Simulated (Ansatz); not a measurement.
**LuBi (Fm-3m): phonons and vibrational spectra**

Wanted: phonon frequencies of LuBi (Fm-3m) and what follows from them.

Main program and level: Ansatz 0.2.0; DFT PBEsol, scalar-relativistic, plane waves, PAW; PAW set soft_1.

## (1) The structure

The structure is cubic, space group Fm-3m (No. 225). The conventional cell has a = 6.204 Å, b = 6.204 Å, c = 6.204 Å, α = 90.00°, β = 90.00°, γ = 90.00°. Lu has 6 Bi at 3.10 Å nearest. Nearest to Bi lie 6 Lu at 3.10 Å. Farther neighbours are not listed.

## (2) Bringing the structure to rest

Harmonic phonons are second derivatives at a point where the forces vanish, and they are wanted at zero stress, so atoms and cell are relaxed first.

Input file input.yaml:

```yaml
crystal:
  lattice:
    - [0.0, 3.1019669897, 3.1019669897]
    - [3.1019669897, 0.0, 3.1019669897]
    - [3.1019669897, 3.1019669897, 0.0]
  atoms:
    - { symbol: Lu, position: [0.5, 0.5, 0.5] }
    - { symbol: Bi, position: [0.0, 0.0, 0.0] }
kpoints:
  mp_grid: { grid: [12, 12, 12] }
hamiltonian:
  xc: pbesol
  pseudopotentials: { kind: paw, azcp: { folder: soft_1 }, xc_functional: pbe }
scf:
  occupations: { method: gaussian, width: 0.1 }
output:
  forces: true
  stress: true
  eigenvalues: true
  write_density: true
  write_potential: true
  elf: true
  volumetric_format: npy
relax:
  adjacent_minimum: "off"
  f_tol: 0.005
  max_steps: 80
  cell: { stress_tol: 0.05 }
```

Command:

```sh
$ ansatz run input.yaml --threads 4 --pin off --max-ram 10240MiB --backend cpu --events-out ev --progress --plain --runs-dir out
```

Numbers of over 12 decimals in the logs are rounded to 6 here.

Output:

```text
Engine: ansatz 0.2.0, aarch64-unknown-linux-gnu
Pseudopotentials: kind: paw
Pseudopotential: Lu, paw, valence charge 25, recommended cutoff 420 eV (normal), soft_1/Lu.paw.azcp
Pseudopotential: Bi, paw, valence charge 15, recommended cutoff 420 eV (normal), soft_1/Bi.paw.azcp
Functional definition: PBEsol
  exchange = pbesol_x
  correlation = pbesol_c
Crystal: 2 atoms, lattice volume = 59.695 Å³
Basis set: ecut = 420 eV, 1211 PW (Γ), exchange–correlation on 60×60×60 points (8 copies of the dense FFT grid, shifted against one another)
Bands: 24, of which v1, the nominal top of the filled ones, is band 20 counted from 1 (19 counted from 0)
Symmetry: 48 space group operations
Space group: Fm-3m (ITA 225), of the structure as read, at distance tolerance 3.9e-5 Å
k-points: 72 of 1728
Non-local potential: Lu, projectors of the file, l = 0: 3, l = 1: 2, l = 2: 2, l = 3: 3
Non-local potential: Bi, projectors of the file, l = 0: 2, l = 1: 2, l = 2: 2, l = 3: 1
PAW form: soft (Blöchl's): semilocal exchange-correlation on the pseudo side does not see the compensation charge
PAW frozen core: Lu, regenerated for the run's functional, and the local potential with it (the file was generated under x = pbe(κ = 0.804, μ = 0.219515), c = pbe(β = 0.066725))
PAW frozen core: Bi, regenerated for the run's functional, and the local potential with it (the file was generated under x = pbe(κ = 0.804, μ = 0.219515), c = pbe(β = 0.066725))
PAW one-centre angular grid: Lu, 590 points (default); XC on 64 Gauss nodes
PAW one-centre angular grid: Bi, 590 points (default); XC on 64 Gauss nodes
Initial density: superposition of atomic densities (chi_scale 0.1, normalization cell, long waves kept (reshape's long-wave potential 0.00 eV rms))
Initial wavefunctions: pseudopotential atomic-orbital guess
Functional: x = pbesol(κ = 0.804, μ = 0.123457), c = pbesol(β = 0.046)
SCF iter   1: F=—  HF=-26858.638355 eV  |F-HF|=—  |Δ(HF+E_count)|=         —  Δρ=4.76e-2  dr2=1.71e0  ethr=3.10e-3  ⟨swp⟩=5.3  Hψ=8343  notcnv=0
preconditioner: auto → Kerker (q_TF=auto, 2.552 Å⁻¹)  [metal: Δε(μ)=0.056 eV  Ē_g=15.828 eV  σ=0.100 eV  W_gap=0.31  n_scr=14 (ndim 8)  ℏωp=29.6 eV  f_vac=0.000  D(μ)=0.56/eV (n_scr^D=0)]
SCF iter   2: F=—  HF=-26858.210559 eV  |F-HF|=—  |Δ(HF+E_count)|=   4.28e-1  Δρ=2.07e-2  dr2=3.30e-1  ethr=3.10e-3  ⟨swp⟩=4.1  Hψ=4329  notcnv=0  defer=1
preconditioner: auto → none  [insulator: Δε(μ)=0.149 eV  Ē_g=15.562 eV  σ=0.100 eV  W_gap=0.71  n_scr=14 (ndim 8)  ℏωp=29.6 eV  f_vac=0.000  D(μ)=0.37/eV (n_scr^D=0)  ε∞_Penn≈4.6]
SCF iter   3: F=—  HF=-26858.120651 eV  |F-HF|=—  |Δ(HF+E_count)|=   8.99e-2  Δρ=1.04e-2  dr2=4.86e-2  ethr=8.25e-4  ⟨swp⟩=4.0  Hψ=4501  notcnv=0  defer=1
SCF iter   4: F=—  HF=-26858.061675 eV  |F-HF|=—  |Δ(HF+E_count)|=   5.90e-2  Δρ=3.64e-3  dr2=4.04e-3  ethr=1.22e-4  ⟨swp⟩=3.0  Hψ=5015  notcnv=0  defer=1
SCF iter   5: F=—  HF=-26858.069866 eV  |F-HF|=—  |Δ(HF+E_count)|=   8.19e-3  Δρ=1.39e-3  dr2=1.08e-3  ethr=1.01e-5  ⟨swp⟩=2.3  Hψ=3755  notcnv=0  defer=1
SCF iter   6: F=—  HF=-26858.069963 eV  |F-HF|=—  |Δ(HF+E_count)|=   9.72e-5  Δρ=1.36e-4  dr2=1.38e-5  ethr=2.69e-6  ⟨swp⟩=2.7  Hψ=3247  notcnv=0  defer=1
SCF iter   7: F=—  HF=-26858.069954 eV  |F-HF|=—  |Δ(HF+E_count)|=   8.99e-6  Δρ=6.66e-5  dr2=2.02e-6  ethr=3.46e-8  ⟨swp⟩=3.0  Hψ=4350  notcnv=0  defer=1
SCF iter   8: F=—  HF=-26858.069954 eV  |F-HF|=—  |Δ(HF+E_count)|=   4.43e-9  Δρ=1.91e-5  dr2=1.82e-7  ethr=5.06e-9  ⟨swp⟩=2.0  Hψ=2801  notcnv=0  defer=1
SCF iter   9: F=-26858.069954 eV  HF=-26858.069954 eV  |F-HF|=5.13e-10  |Δ(HF+E_count)|=   1.22e-8  Δρ=2.02e-6  dr2=1.02e-9  ethr=2.50e-10  ⟨swp⟩=13.8  Hψ=18273  notcnv=0
SCF 1 converged in 9 iterations: F = -26858.069954 eV  dr2 = 1.02e-9
  greatest PAW one-centre occupation: 0.998 electrons in one spin orbital (limit 2), on the Lu atom at site 0 (counted from 0), in its partial waves of l = 0
relax step   1: F+E_penalty+E_count = -26858.06995448 eV  Δ(F+E_penalty+E_count) = +0.000e0 eV  max|allowed force component| = 5.128e-28 eV/Å  Δτ_max = 0.0000 Å  P = -1.946 GPa  Ω = 59.695 Å³  (9 SCF iters, dr2 threshold 1.00e-7 eV, accepted)
Crystal: 2 atoms, lattice volume = 56.423 Å³
Basis set: ecut = 420 eV, 1067 PW (Γ), exchange–correlation on 60×60×60 points (8 copies of the dense FFT grid, shifted against one another)
Initial density: handed on by an earlier stage of this run
Initial wavefunctions: those handed on with the density
iter 1 solved again at ethr=3.16e-5 eV; its pass at ethr=3.10e-3 eV (dr2=1.26e-2 eV) is discarded
SCF iter   1: F=—  HF=-26858.082261 eV  |F-HF|=—  |Δ(HF+E_count)|=         —  Δρ=3.16e-3  dr2=1.29e-2  ethr=3.16e-5  ⟨swp⟩=2.0  Hψ=12216  notcnv=0
preconditioner: auto → none  [insulator: Δε(μ)=0.152 eV  Ē_g=15.777 eV  σ=0.100 eV  W_gap=0.69  n_scr=14 (ndim 8)  ℏωp=30.5 eV  f_vac=0.000  D(μ)=0.31/eV (n_scr^D=0)  ε∞_Penn≈4.7]
SCF iter   2: F=—  HF=-26858.077872 eV  |F-HF|=—  |Δ(HF+E_count)|=   4.39e-3  Δρ=1.47e-3  dr2=1.09e-3  ethr=3.16e-5  ⟨swp⟩=2.1  Hψ=3106  notcnv=0
SCF iter   3: F=—  HF=-26858.077568 eV  |F-HF|=—  |Δ(HF+E_count)|=   3.04e-4  Δρ=4.85e-4  dr2=9.25e-5  ethr=2.73e-6  ⟨swp⟩=2.6  Hψ=4382  notcnv=0
SCF iter   4: F=—  HF=-26858.077567 eV  |F-HF|=—  |Δ(HF+E_count)|=   5.93e-7  Δρ=3.40e-4  dr2=3.11e-5  ethr=2.31e-7  ⟨swp⟩=3.3  Hψ=4162  notcnv=0
SCF iter   5: F=—  HF=-26858.077570 eV  |F-HF|=—  |Δ(HF+E_count)|=   2.81e-6  Δρ=1.52e-4  dr2=6.63e-6  ethr=7.77e-8  ⟨swp⟩=2.0  Hψ=2458  notcnv=0
SCF iter   6: F=—  HF=-26858.077571 eV  |F-HF|=—  |Δ(HF+E_count)|=   1.24e-6  Δρ=3.43e-5  dr2=3.92e-7  ethr=1.66e-8  ⟨swp⟩=2.1  Hψ=3035  notcnv=0
SCF iter   7: F=-26858.077571 eV  HF=-26858.077571 eV  |F-HF|=1.76e-9  |Δ(HF+E_count)|=   8.43e-8  Δρ=5.68e-6  dr2=1.04e-8  ethr=5.00e-10  ⟨swp⟩=13.9  Hψ=18483  notcnv=0
SCF 2 converged in 7 iterations: F = -26858.077571 eV  dr2 = 1.04e-8
  Residual-converged pass: ⟨swp⟩=1.1  Hψ=2022  notcnv=0  max |occ|·‖R‖ = 7.0e-9 eV (tolerance 1.0e-8 eV)  dr2=1.04e-8  dr2_onsite=5.99e-9  max |Δocc| = 2.5e-11
relax step   2: F+E_penalty+E_count = -26858.07757121 eV  Δ(F+E_penalty+E_count) = -7.617e-3 eV  max|allowed force component| = 2.062e-28 eV/Å  Δτ_max = 0.0000 Å  P = +1.426 GPa  Ω = 56.423 Å³  energy of the carried Pulay correction = +6.326e-4 eV  (7 SCF iters, dr2 threshold 2.00e-7 eV, accepted)
Crystal: 2 atoms, lattice volume = 57.762 Å³
Basis set: ecut = 420 eV, 1139 PW (Γ), exchange–correlation on 60×60×60 points (8 copies of the dense FFT grid, shifted against one another)
iter 1 solved again at ethr=5.79e-6 eV; its pass at ethr=3.10e-3 eV (dr2=2.32e-3 eV) is discarded
SCF iter   1: F=—  HF=-26858.083728 eV  |F-HF|=—  |Δ(HF+E_count)|=         —  Δρ=1.35e-3  dr2=2.47e-3  ethr=5.79e-6  ⟨swp⟩=2.9  Hψ=12048  notcnv=0
preconditioner: auto → none  [insulator: Δε(μ)=0.153 eV  Ē_g=15.770 eV  σ=0.100 eV  W_gap=0.63  n_scr=14 (ndim 8)  ℏωp=30.1 eV  f_vac=0.000  D(μ)=0.22/eV (n_scr^D=0)  ε∞_Penn≈4.6]
SCF iter   2: F=—  HF=-26858.082904 eV  |F-HF|=—  |Δ(HF+E_count)|=   8.24e-4  Δρ=6.36e-4  dr2=2.19e-4  ethr=5.79e-6  ⟨swp⟩=2.0  Hψ=2959  notcnv=0
SCF iter   3: F=—  HF=-26858.082840 eV  |F-HF|=—  |Δ(HF+E_count)|=   6.33e-5  Δρ=2.02e-4  dr2=1.68e-5  ethr=5.48e-7  ⟨swp⟩=2.8  Hψ=3957  notcnv=0
SCF iter   4: F=—  HF=-26858.082833 eV  |F-HF|=—  |Δ(HF+E_count)|=   7.22e-6  Δρ=1.44e-4  dr2=5.76e-6  ethr=4.19e-8  ⟨swp⟩=2.7  Hψ=3847  notcnv=0
SCF iter   5: F=—  HF=-26858.082834 eV  |F-HF|=—  |Δ(HF+E_count)|=   5.08e-7  Δρ=6.23e-5  dr2=1.16e-6  ethr=1.44e-8  ⟨swp⟩=2.0  Hψ=2599  notcnv=0
SCF iter   6: F=-26858.082834 eV  HF=-26858.082834 eV  |F-HF|=8.69e-9  |Δ(HF+E_count)|=   2.21e-7  Δρ=1.43e-5  dr2=6.81e-8  ethr=5.00e-10  ⟨swp⟩=12.2  Hψ=19184  notcnv=0
SCF 3 converged in 6 iterations: F = -26858.082834 eV  dr2 = 6.81e-8
relax step   3: F+E_penalty+E_count = -26858.08283381 eV  Δ(F+E_penalty+E_count) = -5.263e-3 eV  max|allowed force component| = 8.040e-29 eV/Å  Δτ_max = 0.0000 Å  P = -0.073 GPa  Ω = 57.762 Å³  energy of the carried Pulay correction = +3.696e-4 eV  (6 SCF iters, dr2 threshold 2.00e-7 eV, accepted)
[...]
relax step   4: F+E_penalty+E_count = -26858.08286265 eV  Δ(F+E_penalty+E_count) = -2.884e-5 eV  max|allowed force component| = 4.733e-29 eV/Å  Δτ_max = 0.0000 Å  P = -0.003 GPa  Ω = 57.695 Å³  energy of the carried Pulay correction = +3.826e-4 eV  (4 SCF iters, dr2 threshold 1.34e-8 eV, accepted)
Initial wavefunctions: pseudopotential atomic-orbital guess (no wavefunctions were taken with the density)
iter 1 solved again at ethr=1.46e-8 eV; its pass at ethr=3.10e-3 eV (dr2=5.86e-6 eV) is discarded
SCF iter   1: F=—  HF=-26858.082506 eV  |F-HF|=—  |Δ(HF+E_count)|=         —  Δρ=3.12e-5  dr2=1.14e-7  ethr=1.46e-8  ⟨swp⟩=6.0  Hψ=17603  notcnv=0
SCF iter   2: F=—  HF=-26858.082504 eV  |F-HF|=—  |Δ(HF+E_count)|=   1.60e-6  Δρ=2.06e-5  dr2=1.02e-7  ethr=2.86e-10  ⟨swp⟩=3.0  Hψ=4314  notcnv=0
SCF iter   3: F=—  HF=-26858.082504 eV  |F-HF|=—  |Δ(HF+E_count)|=   7.48e-9  Δρ=8.80e-6  dr2=1.13e-8  ethr=2.55e-10  ⟨swp⟩=2.8  Hψ=3422  notcnv=0
SCF iter   4: F=—  HF=-26858.082504 eV  |F-HF|=—  |Δ(HF+E_count)|=   2.59e-9  Δρ=4.22e-6  dr2=2.10e-9  ethr=2.84e-11  ⟨swp⟩=2.2  Hψ=3346  notcnv=0
SCF iter   5: F=—  HF=-26858.082504 eV  |F-HF|=—  |Δ(HF+E_count)|=   2.15e-9  Δρ=1.35e-6  dr2=1.84e-10  ethr=5.26e-12  ⟨swp⟩=2.1  Hψ=3020  notcnv=0
SCF iter   6: F=-26858.082504 eV  HF=-26858.082504 eV  |F-HF|=1.46e-11  |Δ(HF+E_count)|=  4.07e-10  Δρ=2.16e-7  dr2=5.56e-12  ethr=1.00e-12  ⟨swp⟩=7.4  Hψ=13267  notcnv=0
SCF 5 converged in 6 iterations: F = -26858.082504 eV  dr2 = 5.56e-12
relax step   5: F+E_penalty+E_count = -26858.08250436 eV  Δ(F+E_penalty+E_count) = +3.583e-4 eV  max|allowed force component| = 3.063e-29 eV/Å  Δτ_max = 0.0000 Å  P = -0.007 GPa  Ω = 57.695 Å³  stress off target by 7.14e-3 GPa  SCF on the basis re-selected at this cell (its energy is not comparable with the rows above)  (6 SCF iters)
basis re-selected at this cell: Δ(F+E_penalty+E_count) = +3.583e-4 eV, ΔP = -0.005 GPa vs the last step (what re-selecting the basis moved, of the pressure what is left beyond the Pulay correction that the steps carried, after the strain that the cell walked since its last selection, with what the two solves' SCF thresholds leave and, on support functions, any second-order correction that the steps lacked; it is no m [...]
SCF converged after 6 iterations
Free energy (F): -26858.082504 eV
Harris-Foulkes:  -26858.082504 eV  (|F-HF|=1.46e-11)
Internal energy: -26858.081321 eV  (E = F + TS)
E sigma→0 (E₀):  -26858.081913 eV
Entropy (-TS):   -0.001183 eV (-0.592 meV/atom)
Fermi energy:    13.074419 eV
--- Per-component energies (eV) ---
  E_band       = -87.587414
  E_kinetic    = 677.144382
  E_local      = -8404.817605  (includes V_loc(G=0)·N_el)
  E_nonlocal   = 1095.179335
  E_hartree    = 3476.262676
  E_xc         = -356.413917
  E_vxc        = -382.993463  (∫ρ·V_xc dr)
  E_paw        = -17812.977208  (= ΣΔE_a)
  E_vpaw       = -24.625481  (= ΣTr[D̂ρ^β])
  E_aug_tail   = 0.000172  (compensation charges beyond the density's cutoff)
  E_ewald      = -5533.740834
  E_core_change = 1.281679  (= ΣΔE_core)
  E_smearing   = -0.001183  (= −TS)
  E_closure    = 0.000000  (closes the sum)
  Σ components = -26858.082504   (vs F -26858.082504, Δ=0.00e0)
--- Forces (eV/Å), atoms counted from 1 ---
  atom   1  Lu     0.00000000    -0.00000000    -0.00000000
  atom   2  Bi    -0.00000000     0.00000000    -0.00000000
  max |Σ_I F_I| component: 5.65e-29 eV/Å
--- Stress (GPa, compression-positive) ---
       -0.007144      -0.000000      -0.000000
       -0.000000      -0.007144      -0.000000
       -0.000000      -0.000000      -0.007144
  P = ⅓ Tr σ = -0.0071 GPa (-0.071 kbar)
--- Band table (eV; the first three rows and the last of 72) ---
  k-point 0: bands = [... 16 lower, 7.6024, 14.0827, 14.0827, 14.0827, 14.2597, 14.2597, 14.2597, 15.1202]
  k-point 1: bands = [... 16 lower, 7.6024, 12.8678, 13.4621, 13.4621, 14.4477, 14.4477, 14.4838, 15.7383]
  k-point 2: bands = [... 16 lower, 7.6026, 11.4528, 12.7133, 12.7133, 14.5129, 14.6802, 14.6802, 16.7927]
  k-point 71: bands = [... 16 lower, 7.6085, 10.2753, 10.2753, 10.3346, 15.4134, 15.4969, 15.4969, 16.7909]
--- Relaxed structure (4 steps of the walk, 4 accepted, 1 SCFs on fresh bases) ---
  F+E_penalty+E_count = -26858.08250436 eV   max|allowed force component| = 3.063e-29 eV/Å   (the final SCF, on the basis selected at the relaxed cell)
  cell:  # Å, volume = 57.6949 Å³
    - [0, 3.066920, 3.066920]
    - [3.066920, 0, 3.066920]
    - [3.066920, 3.066920, 0]
  atoms:
    - { symbol: Lu, position: [0.5, 0.5, 0.5] }
    - { symbol: Bi, position: [0, 0, 0] }
```

The job ended after 9.4 s (4 threads of Arm Neoverse V1, shared host; peak memory 0.43 GiB; 35 s of CPU time).

Relaxation path:

```csv
step,energy less that of the first step (eV),largest force component (eV/Å),pressure (GPa),volume (Å³)
1,0.0000,0.0000,-1.95,59.70
2,-0.0076,0.0000,1.43,56.42
3,-0.0129,0.0000,-0.07,57.76
4,-0.0129,0.0000,0.00,57.69
5*,-0.0126,0.0000,-0.01,57.69
```

Relaxation steps marked * repeat the geometry before them on a plane-wave basis chosen anew for their cell, so energy and pressure can jump there.

The run keeps the 48 symmetry operations that it works with, so distortions that break them were not tested.

```csv
"conventional cell, symmetrised",before,after,change
a (Å),6.204,6.134,-1.1 %
b (Å),6.204,6.134,-1.1 %
c (Å),6.204,6.134,-1.1 %
volume (Å³/atom),29.85,28.85,-3.4 %
```

Final coordinates:

```cif
data_structure
_symmetry_space_group_name_H-M 'P 1'
_symmetry_Int_Tables_number 1
_cell_length_a 4.3373
_cell_length_b 4.3373
_cell_length_c 4.3373
_cell_angle_alpha 60.000
_cell_angle_beta 60.000
_cell_angle_gamma 60.000
_cell_volume 57.69
loop_
_atom_site_label
_atom_site_type_symbol
_atom_site_fract_x
_atom_site_fract_y
_atom_site_fract_z
_atom_site_occupancy
Lu1 Lu 0.50000 0.50000 0.50000 1
Bi2 Bi 0.00000 0.00000 0.00000 1
```

This step gave:

```
pressure          : -0.007144 GPa
volume per atom   : 28.85 Å³
gap on the k-mesh : 0 eV
```

ELF in the ac plane of the conventional cell at fractional y = 0.000, with atoms of Lu and Bi within 0.2 Å of it. It is the smooth field of the valence electrons, not physical close to the nuclei.

Ten even steps from '0' (0.09) to '9' (0.84), each cell a mean:
```
01354169998325420
23453037985015532
44553002430014554
55532111211113455
22112355555431112
32003554445541003
97204543223551058
99614531002451389
89614530002452499
99404542013451279
74103544334551036
10002455555531001
43322234444322334
55542000110013555
34453014662015543
12453049997225431
01354179899325420
```
Columns run along a (6.1 Å), rows up along c (6.1 Å), edges of the conventional cell, whose origin can differ from the input's. Atoms in or near the plane, at fractional coordinates: Lu at (0.50, 0.00), Lu at (0.00, 0.50), Bi at (0.00, 0.00), Bi at (0.50, 0.50).

Electrostatic potential energy in the ac plane of the conventional cell at fractional y = 0.000, with atoms of Lu and Bi within 0.2 Å of it. With pseudopotentials it is smooth inside the atoms' cores, unlike the true potential.

Ten even steps from '0' (-64 eV) to '9' (15 eV), each cell a mean:
```
23589861003799742
35799974236899864
78999998778999987
99999999999999999
99999999999999999
78999998778999987
35799975446899863
01689853224799730
01589852224799720
03789863235899841
56899986557999976
88999998889999998
99999999999999999
89999998889999998
56899987567999975
34699863115899853
23589850003799732
```
Columns run along a (6.1 Å; values clipped at the 3rd and 97th percentile), rows up along c (6.1 Å), edges of the conventional cell, whose origin can differ from the input's. Atoms in or near the plane, at fractional coordinates: Lu at (0.50, 0.00), Lu at (0.00, 0.50), Bi at (0.00, 0.00), Bi at (0.50, 0.50).

Valence density in the ac plane of the conventional cell at fractional y = 0.000, with atoms of Lu and Bi within 0.2 Å of it. It is the smooth field of the valence electrons, not physical close to the nuclei.

Ten steps, logarithmic in the rise over the least value, from '_' (0 e/Å³) to '@' (40 e/Å³), each cell a mean:
```
**++--..__..--##@@%%++..____::==++
==--::______..==**++--______..--==
::....________..::..__________..::
..________________________________
__________________________________
::..________....::::..__________..
++==..______::--====::..______--++
@@##--____..--++**++==::____..++%%
@@##--..__..--++****==::____::**@@
##++::____..::==++++--..____..==##
==::..______..::----::..______..--
..____________......____________..
__________________________________
....____________..______________..
--::..______..::----..______..::--
++==::..____::++####==..____..--++
**++--..__..==##@@@@++::__..::==**
```
Columns run along a (6.1 Å), rows up along c (6.1 Å), edges of the conventional cell, whose origin can differ from the input's. Atoms in or near the plane, at fractional coordinates: Lu at (0.50, 0.00), Lu at (0.00, 0.50), Bi at (0.00, 0.00), Bi at (0.50, 0.50).

In this step the volume went from 29.85 to 28.85 Å³/atom.

## (3) Tight relaxation

Phonons need a cell at rest on their own settings, so the relaxation is repeated with tight tolerances on forces and stress, using the mesh and the filling of the phonon run that follows.

input.yaml, the sections that differ from step 2:

```yaml
crystal:
  lattice:
    - [0.0, 3.0669197206, 3.0669197206]
    - [3.0669197206, 0.0, 3.0669197206]
    - [3.0669197206, 3.0669197206, 0.0]
  atoms:
    - { symbol: Lu, position: [0.5, 0.5, 0.5] }
    - { symbol: Bi, position: [0.0, 0.0, 0.0] }
scf:
  occupations: { method: methfessel_paxton, width: 0.2 }
output:
  forces: true
  stress: true
  eigenvalues: true
relax:
  adjacent_minimum: "off"
  f_tol: 0.001
  max_steps: 60
  cell: { stress_tol: 0.01 }
# kpoints, hamiltonian: as in step 2
```

Output:

```text
[...]
Crystal: 2 atoms, lattice volume = 57.695 Å³
Basis set: ecut = 420 eV, 1139 PW (Γ), exchange–correlation on 60×60×60 points (8 copies of the dense FFT grid, shifted against one another)
Bands: 24, of which v1, the nominal top of the filled ones, is band 20 counted from 1 (19 counted from 0)
Symmetry: 48 space group operations
[...]
k-points: 72 of 1728
[...]
k-point 71: bands = [... 16 lower, 7.6083, 10.2753, 10.2753, 10.3347, 15.4133, 15.4968, 15.4968, 16.7907]
--- Relaxed structure (1 steps of the walk, 1 accepted, 1 SCFs on fresh bases) ---
[...]
cell:  # Å, volume = 57.6949 Å³
    - [0.0, 3.0669197206, 3.0669197206]
    - [3.0669197206, 0.0, 3.0669197206]
    - [3.0669197206, 3.0669197206, 0.0]
  atoms:
    - { symbol: Lu, position: [0.5, 0.5, 0.5] }
    - { symbol: Bi, position: [0.0, 0.0, 0.0] }
[key lines of the parts left out:]
SCF converged after 5 iterations
Free energy (F): -26858.081649 eV
Fermi energy:    13.078541 eV
P = ⅓ Tr σ = -0.0064 GPa (-0.064 kbar)
```

The job ended after 3.9 s (4 threads; peak memory 0.43 GiB; 14 s of CPU time).

Little changed from the start: no atom moved by 0.005 Å and no cell edge by 0.1 %.

This step gave:

```
pressure : -0.006376 GPa
```

The forces vanish by symmetry and the pressure is -0.006 GPa, within the tolerances set. The cell now holds 28.85 Å³/atom.

[end of part 1 of 2]

[Logs are printed without paths, hosts, clocks, repeated set-up lines and the standing remarks that a program may print on its own settings, such as how far it seeks lower states.]

[Hosts, paths, dates, database ids (printed as entryN), source tags and the programs' standing remarks are cut or masked in the printed files.]
